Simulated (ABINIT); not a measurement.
## CsH (Pm-3m): G0W0 in ABINIT against the exchange cutoff

Wanted: the cheapest exchange cutoff that holds the gap of CsH (Pm-3m).

Program: ABINIT 10.8.3. Level of theory: LDA and many-body steps on it, plane waves. Values are calculated unless marked as measured.

This is a report of a sequence of runs, with the program logs left out and the cost of each run kept.

## 1. Set-up

It takes space group Pm-3m (No. 221, cubic). The conventional cell has a = 3.818 Å, b = 3.818 Å, c = 3.818 Å, α = 90.00°, β = 90.00°, γ = 90.00°. Nearest to Cs lie 8 H at 3.31 Å. Nearest to H lie 8 Cs at 3.31 Å. Farther neighbours, and contacts between anions beyond the nearest, are not listed.

The cell and positions are those that the Materials Project relaxed with its own functionals (PBE, PBE+U or r2SCAN), kept fixed.

## 2. Screening, 4×4×4 mesh, 27 bands, screening to 106.1 eV

This step: ABINIT 10.8.3; RPA screening on LDA, plane waves, norm-conserving pseudopotentials.

The RPA dielectric matrix is built and inverted for each q.

The input, run.abi:

```
acell 3*1.0 Angstrom
rprim 
  3.818408540000 0.000000000000 0.000000000000
  0.000000000000 3.818408540000 0.000000000000
  0.000000000000 0.000000000000 3.818408540000
ntypat 2
znucl 55 1
natom 2
typat 1 2
xred 
  0.000000000000 0.000000000000 0.000000000000
  0.500000000000 0.500000000000 0.500000000000
pp_dirpath "pseudos"
pseudos "Cs.upf, H.upf"
ecut 31
ngkpt 4 4 4
nshiftk 1
shiftk 0 0 0
kptopt 1
chksymbreak 0
istwfk *1
occopt 1
irdwfk 1
optdriver 3
nband 27
ecuteps 3.9
inclvkb 2
awtr 1
symchi 1
indata_prefix "in"
outdata_prefix "out"
tmpdata_prefix "tmp"
```

Run with:

```
> OMP_NUM_THREADS=1 mpirun -n 4 abinit run.abi > log
```

Wall time 3.6 s (4 MPI ranks of Arm Neoverse V2, shared host); peak memory 0.46 GiB; 14 s of CPU time.

Numbers from this step:

```
ε∞ with local fields, on this mesh    : 3.824
ε∞ without local fields, on this mesh : 4.348
plasma frequency                      : 15.74 eV
plane waves in the screening matrix   : 147
```

Local fields lower ε∞ by 12 %. On a Γ-centred mesh this coarse the value itself is usually too large, while a short band sum pulls it down.

## 3. 3.1 Ha

This step: G0W0 on LDA, plane waves, norm-conserving pseudopotentials.

Edit run.abi of step 2 so:

```diff
@@ -23,8 +23,19 @@
 irdwfk 1
-optdriver 3
+optdriver 4
 nband 27
+gwcalctyp 0
+ecutsigx 3.1
+symsigma 1
+nkptgw 3
+kptgw 
+  0.5000000000 0.5000000000 0.5000000000
+  0.5000000000 0.0000000000 0.0000000000
+  0.0000000000 0.0000000000 0.0000000000
+bdgw 
+  2 8
+  3 7
+  2 7
 ecuteps 3.9
-inclvkb 2
-awtr 1
-symchi 1
+irdscr 1
+ppmodel 1
 indata_prefix "in"
```

The job ended after 2.7 s (4 MPI ranks; peak memory 0.11 GiB; 10 s of CPU time).

Read from the output:

- G0W0 gap on the mesh: 4.223 eV
- starting gap on the mesh: 2.297 eV
- k of the valence top: 0.5, 0.5, 0.5
- k of the conduction bottom: 0.5, 0, 0
- Z at the valence top: 0.776
- Z at the conduction bottom: 0.83
- least direct G0W0 gap on the computed points: 4.348 eV

## 4. 6.2 Ha

Edit run.abi of step 3 so:

```diff
@@ -26,3 +26,3 @@
 gwcalctyp 0
-ecutsigx 3.1
+ecutsigx 6.2
 symsigma 1
```

Elapsed: 3.4 s, on 4 MPI ranks; peak memory 0.45 GiB.

Read from the output:

| Item | Value |
| --- | --- |
| G0W0 gap on the mesh | 4.233 eV |
| starting gap on the mesh | 2.297 eV |
| k of the valence top | 0.5, 0.5, 0.5 |
| k of the conduction bottom | 0.5, 0, 0 |
| Z at the valence top | 0.775 |
| Z at the conduction bottom | 0.83 |
| least direct G0W0 gap on the computed points | 4.359 eV |

## 5. 12.4 Ha

The self-energy is evaluated for the states that the input lists, and the quasiparticle equation is solved.

Edit run.abi of step 4 so:

```diff
@@ -26,3 +26,3 @@
 gwcalctyp 0
-ecutsigx 6.2
+ecutsigx 12.4
 symsigma 1
```

Elapsed: 3.5 s, on 4 MPI ranks; peak memory 0.46 GiB; 14 s of CPU time.

Read from the output:

```yaml
g0w0_gap_on_the_mesh: 4.237 eV
starting_gap_on_the_mesh: 2.297 eV
k_of_the_valence_top: 0.5, 0.5, 0.5
k_of_the_conduction_bottom: 0.5, 0, 0
least_direct_g0w0_gap_on_the_computed_points: 4.369 eV
```

The gap on the mesh goes from 2.30 eV to 4.24 eV, a correction of +1.94 eV.

## 6. 21.7 Ha

Edit run.abi of step 5 so:

```diff
@@ -26,3 +26,3 @@
 gwcalctyp 0
-ecutsigx 12.4
+ecutsigx 21.7
 symsigma 1
```

Run time: 3.6 s. Hardware: 4 MPI ranks; peak memory 0.53 GiB.

Numbers from this step:

```yaml
g0w0_gap_on_the_mesh: 4.237 eV
starting_gap_on_the_mesh: 2.297 eV
k_of_the_valence_top: 0.5, 0.5, 0.5
k_of_the_conduction_bottom: 0.5, 0, 0
least_direct_g0w0_gap_on_the_computed_points: 4.37 eV
```

Against the run before, the gap moves by +0.000 eV.

## 7. 31 Ha

Edit run.abi of step 6 so:

```diff
@@ -26,3 +26,3 @@
 gwcalctyp 0
-ecutsigx 21.7
+ecutsigx 31
 symsigma 1
```

Elapsed: 3.7 s, on 4 MPI ranks; peak memory 0.58 GiB.

Numbers from this step:

* G0W0 gap on the mesh: 4.237 eV
* starting gap on the mesh: 2.297 eV
* k of the valence top: 0.5, 0.5, 0.5
* k of the conduction bottom: 0.5, 0, 0
* least direct G0W0 gap on the computed points: 4.37 eV

Against the run before, the gap moves by +0.000 eV.

## 8. Side by side

Times are wall times on 4 MPI ranks of Arm Neoverse V2, shared host, good to a factor of about two. A run's time includes the screening step that it read.

```tsv
run	mesh	bands	screening cutoff (eV)	DFT gap (eV)	gap on the mesh (eV)	direct (eV)	ε∞ used	time
3.1 Ha	4×4×4	27	106.1	2.297	4.223	4.348	3.82	6.3 s
6.2 Ha	4×4×4	27	106.1	2.297	4.233	4.359	3.82	7.1 s
12.4 Ha	4×4×4	27	106.1	2.297	4.237	4.369	3.82	7.1 s
21.7 Ha	4×4×4	27	106.1	2.297	4.237	4.370	3.82	7.3 s
31 Ha	4×4×4	27	106.1	2.297	4.237	4.370	3.82	7.4 s
```

## 9. Summary of results

* 3.1 Ha: 4.223 eV
* 6.2 Ha: 4.233 eV
* 12.4 Ha: 4.237 eV
* 21.7 Ha: 4.237 eV
* 31 Ha: 4.237 eV
* known limits: short of the basis limit; no spin-orbit coupling; coarse k mesh

What this shows: The setting moved: exchange cutoff. From 3.1 Ha to 31 Ha the gap moves by +0.01 eV. It holds to 0.03 eV from 3.1 Ha on. Bands and screening cutoff are coupled, so a series along one setting does not show full convergence. Below the screening cutoff the correlation part is cut too. Where bands and cutoff are finite, the G0W0 gap stands short of the basis limit, usually by up to a few tenths of an eV; the mesh is an error of its own. The 4×4×4 mesh is coarse for this cell, which bears on the long-range parts of exchange and screening. The many-body steps are scalar-relativistic: spin-orbit coupling is not in them.

[Long decimals in the printed logs are rounded to 6 places.]

[Logs are printed without paths, hosts, clocks, repeated set-up lines and the standing remarks that a program may print on its own settings, such as how far it seeks lower states.]

[Paths, hosts, dates, memory and timing lines, banners, echoed tables and standing remarks are left out of the program output; an Ansatz launch command may be rebuilt from the run's recorded settings. Measured values are a selection of at most five: reports struck by readers or far from the other reports are left out. None is set beside runs whose start may be inverted or whose files or cutoffs have a known fault.]

[Runs of the session that timed out or met a known fault of the program may be left out.]

[Hosts, paths, dates, database ids (printed as entryN), source tags and the programs' standing remarks are cut or masked in the printed files.]

[G0W0 gaps are taken among the corrected bands and points alone; a level outside them can change the order at an edge.]

[Where Ansatz stands beside ABINIT at settings called matched, ABINIT's density can come from a denser mesh and the files from another edition; pairs whose starting gaps differed by over 0.03 eV were left out, so agreement reads better than it is.]
